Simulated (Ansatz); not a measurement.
# Is SnMoPd in the AlB2 type a stable metal?, part 3 of 3

Question: is the lattice of SnMoPd in the AlB2 type stable, and if so, what are its coupling constant and resistivity?

Ansatz 0.2.0; DFT PBE, scalar-relativistic, plane waves, PAW; PAW set soft_1.

So far. Step 4 (Relaxing tightly for phonons): The largest force is now zero by symmetry and the largest stress component 0.0042 GPa, small enough for phonons. Step 5 (Lattice stability: q 2×2×2, k 4×4×6): Among the solved wavevectors the lowest mode, translations apart, is -99.8 cm⁻¹, imaginary. The relaxed cell has a = 4.554, c = 2.928 Å (conventional setting).

The structure was built from a prototype and need not be the compound's stable phase.

## (6) Phonons: q 3×3×2, k 6×6×8

An imaginary mode on so few k-points may come from the sampling, so the phonons are repeated with another q and k mesh.

The input, input.yaml:

```yaml
crystal:
  lattice:
    - [4.5542859124, 0.0, 0.0]
    - [-2.2771429562, 3.9441272963, 0.0]
    - [0.0, 0.0, 2.9282076121]
  atoms:
    - { symbol: Mo, position: [0.0, 0.0, 0.0] }
    - { symbol: Sn, position: [0.3333333333, 0.6666666667, 0.5] }
    - { symbol: Pd, position: [0.6666666667, 0.3333333333, 0.5] }
kpoints:
  mp_grid: { grid: [6, 6, 8] }
hamiltonian:
  xc: pbe
  pseudopotentials: { kind: paw, azcp: { folder: soft_1 } }
scf:
  occupations: { method: methfessel_paxton, width: 0.2 }
output:
  eigenvalues: true
phonons:
  method: dfpt
  qmesh: [3, 3, 2]
  temperatures: { t_max: 1000, t_step: 50 }
  qpath:
    path:
      - [[0.0, 0.0, 0.0], [0.5, 0.0, 0.0], [0.33333333, 0.33333333, 0.0], [0.0, 0.0, 0.0], [0.0, 0.0, 0.5], [0.5, 0.0, 0.5], [0.33333333, 0.33333333, 0.5], [0.0, 0.0, 0.5]]
      - [[0.5, 0.0, 0.5], [0.5, 0.0, 0.0]]
      - [[0.33333333, 0.33333333, 0.5], [0.33333333, 0.33333333, 0.0]]
    npoints: 10
```

Command:

```sh
$ ansatz run input.yaml --threads 4 --pin off --max-ram 12288MiB --backend cpu --events-out ev --progress --plain --runs-dir out
```

Numbers of over 12 decimals in the logs are rounded to 6 here.

What it wrote:

```text
[...]
Crystal: 3 atoms, lattice volume = 52.598 Å³
Basis set: ecut = 420 eV, 1023 PW (Γ), exchange–correlation on 64×64×40 points (8 copies of the dense FFT grid, shifted against one another)
Bands: 28, of which v1, the nominal top of the filled ones, is band 23 counted from 1 (22 counted from 0)
Symmetry: 12 space group operations
k-points: 35 of 288 (time reversal used)
[...]
SCF iter   1: F=—  HF=-17957.960998 eV  |F-HF|=—  |Δ(HF+E_count)|=         —  Δρ=2.27e-1  dr2=4.54e1  ethr=3.10e-3  ⟨swp⟩=5.3  Hψ=4191  notcnv=0
[...]
SCF iter  12: F=-17952.853946 eV  HF=-17952.853946 eV  |F-HF|=7.28e-12  |Δ(HF+E_count)|=  7.28e-12  S|Δr|=    0.00e0  Δρ=7.95e-8  dr2=3.65e-12  ethr=1.00e-12  ⟨swp⟩=6.3  Hψ=4252  notcnv=0
SCF 1 converged in 12 iterations: F = -17952.853946 eV  dr2 = 3.65e-12
[...]
SCF iter   4: F=-17952.853946 eV  HF=-17952.853946 eV  |F-HF|=7.28e-12  |Δ(HF+E_count)|=    0.00e0  S|Δr|=    0.00e0  Δρ=8.34e-8  dr2=4.43e-12  ethr=1.00e-12  ⟨swp⟩=2.9  Hψ=2136  notcnv=0
SCF 2 converged in 4 iterations: F = -17952.853946 eV  dr2 = 4.43e-12
[...]
SCF converged after 12 iterations
[...]
Free energy (F): -17952.853946 eV
[...]
Internal energy: -17952.849689 eV  (E = F + TS)
E sigma→0 (E₀):  -17952.852882 eV
Entropy (-TS):   -0.004256 eV (-1.419 meV/atom)
Fermi energy:    17.801732 eV
[...]
--- Band table (eV; the first three rows and the last of 35) ---
  k-point 0: bands = [... 19 lower, 15.5175, 15.5826, 15.5826, 18.9872, 18.9872, 19.4137, 21.5501, 21.5501, ... 1 higher]
  k-point 1: bands = [... 19 lower, 15.8906, 16.1258, 16.1258, 18.4943, 18.4943, 19.5381, 22.2247, 22.2247, ... 1 higher]
  k-point 2: bands = [... 19 lower, 16.7569, 16.7569, 16.9755, 17.8578, 17.8578, 19.9086, 20.1208, 22.3992, ... 1 higher]
  k-point 34: bands = [... 19 lower, 15.2483, 16.8026, 16.8146, 17.1133, 19.0861, 19.4991, 19.5713, 19.6730, ... 1 higher]
[...]
ASR residual: 3.623e-5 → 0.000e0 eV/Å²; symmetrization residual: 2.373e-5 eV/Å²
  ASR residual per site (eV/Å²): 3.62e-5 3.10e-5 2.80e-5
  Γ frequencies (cm⁻¹): 0.00 0.00 0.00 42.73 115.25 147.80 147.80 212.73 212.73
--- Phonons (arbitrary-q DFPT): 6 irreducible q on the 3×3×2 mesh ---
[...]
interpolated dispersion: 93 rows × 9 modes
[...]
```

Wall time 1.8 min (4 threads of Intel Xeon at 2.80GHz (Skylake/Cascade Lake), shared host); peak memory 0.82 GiB.

This step gave:

```yaml
share_of_imaginary_modes_in_the_plain_interpolation_between_solved_wavevectors: 0.048
highest_frequency_solved_or_plainly_interpolated: 221.2 cm⁻¹
```

Solved on the 3×3×2 mesh alone; all other wavevectors are interpolated. The phonon branches at the labelled points (cm⁻¹):

| point | branch 1 | branch 2 | branch 3 | branch 4 | branch 5 | branch 6 | branch 7 | branch 8 | branch 9 |
| --- | --- | --- | --- | --- | --- | --- | --- | --- | --- |
| Γ | 0 | 0 | 0 | 43 | 115 | 148 | 148 | 213 | 213 |
| halfway | 32 | 41 | 56 | 98 | 108 | 127 | 128 | 203 | 217 |
| M | 30 | 65 | 72 | 95 | 101 | 102 | 148 | 189 | 221 |
| halfway | 40 | 51 | 69 | 86 | 89 | 115 | 156 | 188 | 220 |
| K | 40 | 51 | 67 | 78 | 82 | 119 | 167 | 186 | 219 |
| halfway | 37 | 41 | 57 | 105 | 112 | 115 | 128 | 201 | 218 |
| Γ | 0 | 0 | 0 | 43 | 115 | 148 | 148 | 213 | 213 |
| halfway | 31 | 56 | 56 | 86 | 144 | 145 | 145 | 207 | 207 |
| A | -66 | 82 | 82 | 105 | 139 | 139 | 191 | 201 | 201 |
| halfway | -71 | 72 | 110 | 110 | 142 | 150 | 190 | 193 | 205 |
| L | -65 | 58 | 113 | 125 | 141 | 152 | 180 | 193 | 208 |
| halfway | -67 | 59 | 112 | 131 | 141 | 149 | 170 | 193 | 210 |
| H | -68 | 59 | 111 | 143 | 143 | 144 | 155 | 193 | 211 |
| halfway | -71 | 71 | 111 | 115 | 142 | 151 | 188 | 190 | 206 |
| A | -66 | 82 | 82 | 105 | 139 | 139 | 191 | 201 | 201 |
| jump to L | -65 | 58 | 113 | 125 | 141 | 152 | 180 | 193 | 208 |
| halfway | 34 | 62 | 95 | 112 | 122 | 131 | 160 | 186 | 216 |
| M | 30 | 65 | 72 | 95 | 101 | 102 | 148 | 189 | 221 |
| jump to H | -68 | 59 | 111 | 143 | 143 | 144 | 155 | 193 | 211 |
| halfway | 29 | 52 | 91 | 108 | 117 | 142 | 166 | 176 | 215 |
| K | 40 | 51 | 67 | 78 | 82 | 119 | 167 | 186 | 219 |

The phonon branches as a text plot (rows in cm⁻¹):

```
    215 |*******************            *****     ***************
    203 | ***        **     ************     *****
    191 |    ********           *******************  ******     *
    179 |                      *     ***    *     ***      *****
    166 |        **           *         *  *        *     *******
    154 |      **  *         *     ******** ***   *  *** ***
    142 |**  **     *  ******************************   *** *
    130 |  *         **     *         ***  **      **     *****
    118 |** *   ****** *****        *****   **    ****      *  **
    105 |  *****     **        ******    *** *************** *
     93 |    ****  ** *      **   *            *     ****   ***
     81 |  *    ****        *  *****           ***     *     ****
     69 |    *******       * **     *       ***       ***     ***
     57 | **** **   ***   *          *******      *****  *****  *
     45 |** *   ****** *** **                        * *     ****
     32 |  *****     **   **                            *
     20 |**            ****
      8 |*              **
     -4 |
    -16 |                    *                      *
    -29 |                                                   *
    -41 |                     *                    *
    -53 |                      *                  *        *
    -65 |                       ******************       **
         Γ    M   K      Γ       A    L   H     A|L     M|H     K
```

Lowest modes at the softest wavevector of the mesh. Modes at q = (-0.333, 0.333, 0.500), with each element's share of the kinetic energy (negative means imaginary):

| mode | frequency (cm⁻¹) | Mo % | Sn % | Pd % |
| --- | --- | --- | --- | --- |
| 1 | -68.6 | 87 | 5 | 8 |
| 2 | 66.2 | 0 | 51 | 49 |
| 3 | 112.0 | 2 | 2 | 96 |
| 4 | 118.7 | 10 | 46 | 44 |
| 5 | 141.9 | 100 | 0 | 0 |
| 6 | 152.1 | 81 | 15 | 4 |

Displacements in mode 1 (-68.6 cm⁻¹), the largest set to 1, in the home cell (x, y, z of the real part, then of the imaginary part):
```
Mo1  0.00  0.00  1.00  0.00  0.00 -0.02
Sn2 -0.11  0.06  0.00  0.16 -0.09  0.00
Pd3  0.15 -0.09  0.00  0.20 -0.12  0.00
```

Displacements in mode 2 (66.2 cm⁻¹), the largest set to 1, in the home cell (x, y, z of the real part, then of the imaginary part):
```
Mo1  0.00  0.00  0.00  0.00  0.00  0.00
Sn2 -0.48 -0.83  0.00  0.27  0.47  0.00
Pd3  0.52  0.90  0.00  0.25  0.44  0.00
```

The modes has structure finer than the step of the table below, so its rows give means over 10 cm⁻¹, whole bins alone (the curve runs from -80.6 to 238 cm⁻¹). Peaks (cm⁻¹: height): Mo -66.6: 0.0187, -36.6: 0.00931, 45.5: 0.0135, 141.6: 0.0664; Pd 59.6: 0.0362, 109.6: 0.0401, 211.7: 0.0329; Sn 59.6: 0.0333, 115.6: 0.0193, 189.7: 0.0429, 211.7: 0.0343.

Phonopy on the run's constants, 15x15x19 mesh, Gaussian sigma 2.3 cm⁻¹. The modes by wavenumber; means over each step; values in 1/cm⁻¹/cell:

| wavenumber (cm⁻¹) | Mo | Pd | Sn |
| --- | --- | --- | --- |
| -70 | 0.0105 | 7.9e-4 | 5.2e-4 |
| -60 | 0.0115 | 8.3e-4 | 5.1e-4 |
| -50 | 0.00628 | 4.3e-4 | 2.4e-4 |
| -40 | 0.00603 | 5.6e-4 | 3.3e-4 |
| -30 | 0.00318 | 2.1e-4 | 8.8e-5 |
| -20 | 1.6e-5 | 1.0e-6 | 7.5e-7 |
| -10 | 7.7e-4 | 1.4e-4 | 8.8e-5 |
| 0 | 6.6e-4 | 1.3e-4 | 9.4e-5 |
| 10 | 0.00123 | 2.9e-4 | 2.4e-4 |
| 20 | 0.00553 | 9.6e-4 | 7.9e-4 |
| 30 | 0.00349 | 0.00191 | 0.00320 |
| 40 | 0.00728 | 0.00652 | 0.00950 |
| 50 | 0.0112 | 0.0164 | 0.0163 |
| 60 | 0.00833 | 0.0305 | 0.0273 |
| 70 | 0.00301 | 0.0166 | 0.0128 |
| 80 | 0.00505 | 0.0122 | 0.00736 |
| 90 | 0.0118 | 0.0181 | 0.00709 |
| 100 | 0.0143 | 0.0246 | 0.0111 |
| 110 | 0.0196 | 0.0339 | 0.0153 |
| 120 | 0.0239 | 0.0189 | 0.0184 |
| 130 | 0.0302 | 0.0120 | 0.0116 |
| 140 | 0.0555 | 0.00935 | 0.00995 |
| 150 | 0.0303 | 0.00680 | 0.00913 |
| 160 | 0.00764 | 0.00384 | 0.00568 |
| 170 | 0.00412 | 0.00259 | 0.00959 |
| 180 | 0.00477 | 0.00697 | 0.0207 |
| 190 | 0.00758 | 0.0137 | 0.0353 |
| 200 | 0.00207 | 0.0149 | 0.0176 |
| 210 | 0.00224 | 0.0290 | 0.0303 |
| 220 | 0.00220 | 0.0169 | 0.0187 |
| 230 | 1.9e-5 | 1.2e-4 | 1.4e-4 |

No LO-TO term; unit eigenvectors of the mass-weighted matrix. The modes at Γ (shares of kinetic energy by element, %):

| mode | frequency (cm⁻¹) | symmetry | Mo % | Sn % | Pd % |
| --- | --- | --- | --- | --- | --- |
| 1 | 0.0 | unnamed | 30 | 37 | 33 |
| 2 | 0.0 | unnamed | 30 | 37 | 33 |
| 3 | 0.0 | unnamed | 30 | 37 | 33 |
| 4 | 42.7 | A2'' | 0 | 48 | 51 |
| 5 | 115.2 | A2'' | 70 | 15 | 15 |
| 6 | 147.8 | E' | 69 | 9 | 22 |
| 7 | 147.8 | E' | 69 | 9 | 22 |
| 8 | 212.7 | E' | 1 | 54 | 45 |
| 9 | 212.7 | E' | 1 | 54 | 45 |

Displacements in mode 4 (42.7 cm⁻¹), the largest set to 1:
```
Mo1  0.00  0.00  0.03
Sn2  0.00  0.00 -0.92
Pd3  0.00  0.00  1.00
```

Displacements in mode 9 (212.7 cm⁻¹), the largest set to 1:
```
Mo1 -0.17  0.00  0.00
Sn2  1.00  0.00  0.00
Pd3 -0.96  0.00  0.00
```

Among the solved wavevectors the lowest mode, translations apart, is -68.6 cm⁻¹, imaginary.

## (7) What came out

```json
{
  "phonon run of the rows without a label of their own": "PBE, q 3×3×2, k 6×6×8",
  "softest mode on the q mesh": "-68.6 cm⁻¹ at q = (-0.333, 0.333, 0.5)",
  "highest frequency, solved or plainly interpolated": "221 cm⁻¹"
}
```

**Reading.** The lattice is dynamically unstable at this level: a mode at q = (-0.333, 0.333, 0.5) is imaginary, 68.6i cm⁻¹, so no harmonic coupling constant or resistivity is defined for this structure. These meshes are coarse, and single modes of a metal can move by tens of cm⁻¹ with the k mesh. The phonon runs are not spin-polarised. The structure was built by hand as an ordered model, and its stability against other phases was not tested.

[Logs are printed without paths, hosts, clocks, repeated set-up lines and the standing remarks that a program may print on its own settings, such as how far it seeks lower states.]

[Hosts, paths, dates, database ids (printed as entryN), source tags and the programs' standing remarks are cut or masked in the printed files.]
